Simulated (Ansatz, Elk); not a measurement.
**Ba2CaS3: X-ray structure factors from the self-consistent density**

Structure refinements treat a crystal as free atoms side by side. For a made-up structure of Ba2CaS3 (cell and positions from a PBE relaxation) the runs below show what the calculated density changes in F(hkl).

Calculated with Elk 11.2.3 (patched build); DFT, PBE, all-electron APW+lo, Dirac cores, scalar-relativistic bands, static density, no spin.

This account leaves out most program logs.

The structure was built from a prototype and need not be the compound's stable phase.

### 1. Set-up

Symmetry: P-3m1, No. 164, trigonal system. The conventional cell has a = 4.372 Å, b = 4.372 Å, c = 10.761 Å, α = 90.00°, β = 90.00°, γ = 120.00°. Nearest to Ba lie 6 S at 3.17 Å. Nearest to Ca lie 6 S at 2.96 Å. Nearest to S lie 6 Ba at 3.17 Å. S has 3 Ca at 2.96 Å and 3 Ba at 3.17 Å nearest. Farther neighbours and most contacts between anions are not listed.

### 2. Ground state and structure factors

An all-electron density is needed, since X-rays see the cores too. Task 0 finds the density and task 195 Fourier-transforms it; tshift is off so that phases refer to the origin typed.

elk.in reads:

```
tasks
  0
  195

xctype
  20

spinpol
  .false.

rgkmax
  7.0

gmaxvr
  14.0

lmaxo
  7

lmaxapw
  8

swidth
  0.002

tshift
  .false.

ramdisk
  .false.

hmaxvr
  5.5

maxscl
  120

epspot
  1e-06

sppath
  './'

avec
  8.26170336554 0.00000000000 0.00000000000
  -4.13085168277 7.15484499309 -0.00000000000
  0.00000000000 -0.00000000000 20.33555624606

atoms
  3
  'Ba.in'
  2
  0.6666666667 0.3333333333 0.3220022388   0.000000 0.000000 0.000000
  0.3333333333 0.6666666667 0.6779977612   0.000000 0.000000 0.000000
  'Ca.in'
  1
  0.0000000000 0.0000000000 -0.0000000000   0.000000 0.000000 0.000000
  'S.in'
  3
  0.0000000000 0.0000000000 0.5000000000   0.000000 0.000000 0.000000
  0.6666666667 0.3333333333 0.8558505832   0.000000 0.000000 0.000000
  0.3333333333 0.6666666667 0.1441494168   0.000000 0.000000 0.000000

ngridk
  6 6 2
```

Launch:

```sh
OMP_NUM_THREADS=4 elk
```

Wall time 41 s (4 threads of Arm Neoverse V2, shared host); peak memory 0.3 GiB; 84 s of CPU time.

SFACRHO.OUT:

```text

h k l indices transformed by vhmat matrix:
   1.000000000       0.000000000       0.000000000    
   0.000000000       1.000000000       0.000000000    
   0.000000000       0.000000000       1.000000000    

      h      k      l  multipl.   |H|            Re(F)            Im(F)           |F|

      0      0      0      1   0.0000000       180.00000      0.89097959E-16   180.00000    
      0      0     -1      2  0.30897534      -24.882224      -0.0000000       24.882224    
      0      0      2      2  0.61795067      -38.600188      -0.0000000       38.600188    
      1      0      0      6  0.87817211      -32.773255      0.20852404E-13   32.773255    
      0      0     -3      2  0.92692601       73.900622     -0.13032753E-13   73.900622    
      0      1     -1      6  0.93094146       73.765513     -0.22155680E-13   73.765513    
      1     -1      1      6  0.93094146      -41.715849      0.52131011E-14   41.715849    
     -1      0      2      6   1.0738013       145.36507      0.38576948E-13   145.36507    
     -1      0     -2      6   1.0738013      -25.099434     -0.23980265E-13   25.099434    
      0      0     -4      2   1.2359013      -15.698200     -0.36491708E-14   15.698200    
     -1      1      3      6   1.2768626      -55.190209      0.41704809E-14   55.190209    
      0      1      3      6   1.2768626      -5.8427940     -0.62557213E-14   5.8427940    
     -1      0     -4      6   1.5161261       123.65872      0.54216251E-13   123.65872    
     -1      1     -4      6   1.5161261      -37.132272      0.52131011E-14   37.132272    
      1      1      0      6   1.5210387       130.16333     -0.59551115E-13   130.16333    
      0      0      5      2   1.5448767      -66.072799      0.93835820E-14   66.072799    
      1      1      1     12   1.5521033      -21.285827      0.83409618E-14   21.285827    
      1     -2      2     12   1.6417740      -33.180937     -0.62557213E-14   33.180937
```

Elk indexes on the primitive cell of elk.in and gives |H| = 4π sin θ/λ in inverse bohr. Below, one row stands for each form hkl of the conventional cell (m members, Friedel mates merged), F is for one primitive cell and the density is static (no thermal factor). Free-atom factors are Waasmaier and Kirfel's, and R is Σm||F|−|F'||/Σm|F|.

```csv
hkl,m,sin θ/λ (Å⁻¹),"abs F, DFT",neutral atoms,diff.
001,2,0.046,24.882,24.847,+0.035
002,2,0.093,38.600,38.631,-0.031
100,6,0.132,32.773,32.741,+0.032
003,2,0.139,73.901,74.437,-0.536
101,6,0.140,73.766,74.323,-0.558
011,6,0.140,41.716,41.602,+0.114
012,6,0.162,145.365,144.325,+1.040
102,6,0.162,25.099,25.082,+0.017
004,2,0.186,15.698,15.721,-0.023
103,6,0.192,55.190,55.201,-0.011
013,6,0.192,5.843,5.923,-0.080
104,6,0.228,123.659,123.680,-0.021
014,6,0.228,37.132,37.071,+0.062
110,6,0.229,130.163,130.209,-0.046
005,2,0.232,66.073,66.187,-0.114
111,12,0.233,21.286,21.315,-0.029
112,12,0.247,33.181,33.173,+0.008
200,6,0.264,28.011,28.009,+0.002
015,6,0.267,64.400,64.127,+0.273
105,6,0.267,7.503,7.523,-0.019
113,12,0.268,64.674,64.403,+0.271
201,6,0.268,35.162,35.182,-0.020
```

### 3. The highest occupied states alone

An energy window below the Fermi level keeps the highest occupied states, to see at which angles they scatter; shallow core shells can lie inside it and anion s states outside. No new self-consistency is needed.

Changes to elk.in since step 2:

```diff
@@ -1,3 +1,2 @@
 tasks
-  0
   195
@@ -40,2 +39,5 @@
 
+wsfac
+  -0.370540 0.480700
+
 sppath
```

Launch:

```sh
OMP_NUM_THREADS=4 elk
```

Run time: 21 s. Hardware: 4 threads; peak memory 0.21 GiB.

States within 15 eV below the Fermi level hold 36.00 electrons; any levels below the window count with the cores. Their amplitudes can exceed the total, where window and core parts have opposite phase:

```csv
hkl,sin θ/λ (Å⁻¹),"abs F, window","abs F, all"
001,0.046,3.273,24.882
002,0.093,2.985,38.600
100,0.132,3.296,32.773
003,0.139,3.381,73.901
101,0.140,3.767,73.766
011,0.140,4.366,41.716
012,0.162,13.578,145.365
102,0.162,3.047,25.099
004,0.186,2.438,15.698
103,0.192,3.828,55.190
```

### 4. Another functional

The difference from free atoms is small, so it is set against the change that LDA (Perdew-Wang) makes.

Changes to elk.in since step 3:

```diff
@@ -1,2 +1,3 @@
 tasks
+  0
   195
@@ -4,3 +5,3 @@
 xctype
-  20
+  3
 
@@ -39,5 +40,2 @@
 
-wsfac
-  -0.370540 0.480700
-
 sppath
```

Launch:

```sh
OMP_NUM_THREADS=4 elk
```

Elapsed: 26 s, on 4 threads; peak memory 0.23 GiB.

Against the first run R = 0.04 %; the largest change is -0.092 at 012.

### 5. A coarser k-mesh

About half the k-points along each axis test the sampling.

Changes to elk.in since step 4:

```diff
@@ -5,3 +5,3 @@
 xctype
-  3
+  20
 
@@ -64,2 +64,2 @@
 ngridk
-  6 6 2
+  3 3 1
```

Launch:

```sh
OMP_NUM_THREADS=4 elk
```

Run time: 30 s. Hardware: 4 threads; peak memory 0.35 GiB; 45 s of CPU time.

Against the first run R = 0.00 %; the largest change is +0.010 at 012.

### 6. Settings against the effect

```csv
run,R against the first run (%),"R against neutral atoms, low angle (%)",wall time
"PBE, rgkmax 7",0.00,0.30,41 s
LDA (Perdew-Wang),0.04,0.26,26 s
k-mesh 3×3×1,0.00,0.30,30 s
```

### 7. What came out

```yaml
r_against_neutral_atoms_sin_theta_lambda_0p3_a_minus1: 0.30 %
r_against_neutral_atoms_0p3_to_0p58_a_minus1: 0.10 %
```

**Reading.** Independent neutral atoms miss the calculated amplitudes by R = 0.30 % below 0.3 Å⁻¹ and 0.10 % from there to 0.58 Å⁻¹; by shells, 0.47 % below 0.15 Å⁻¹ (6 forms), 0.27 % 0.15 to 0.3 (23 forms), 0.10 % 0.3 to 0.45 (45 forms), 0.09 % above 0.45 (75 forms). Bonding, aspherical density and the tables' own atoms all enter these figures, and the runs don't part them. The largest change of an amplitude is +1.04 electrons, at 012. The window's part falls from 36.0 electrons at the origin to at most 0.64 between 0.45 and 0.58 Å⁻¹. The window holds more than the 24 outer electrons of the free atoms, so shallow core shells lie inside it. Below 0.3 Å⁻¹ the changes that finished (LDA (Perdew-Wang) and k-mesh 3×3×1) move F by R = 0.04 % at most, against the 0.30 % that separates it from free atoms. The basis has no finished test. Part of the difference isn't bonding: the tables are fits to free atoms and ions calculated by other methods than this functional. Thermal motion, anomalous dispersion and extinction are left out.

[Logs are printed without paths, hosts, clocks, repeated set-up lines and the standing remarks that a program may print on its own settings, such as how far it seeks lower states.]

[Hosts, paths, dates, database ids (printed as entryN), source tags and the programs' standing remarks are cut or masked in the printed files.]
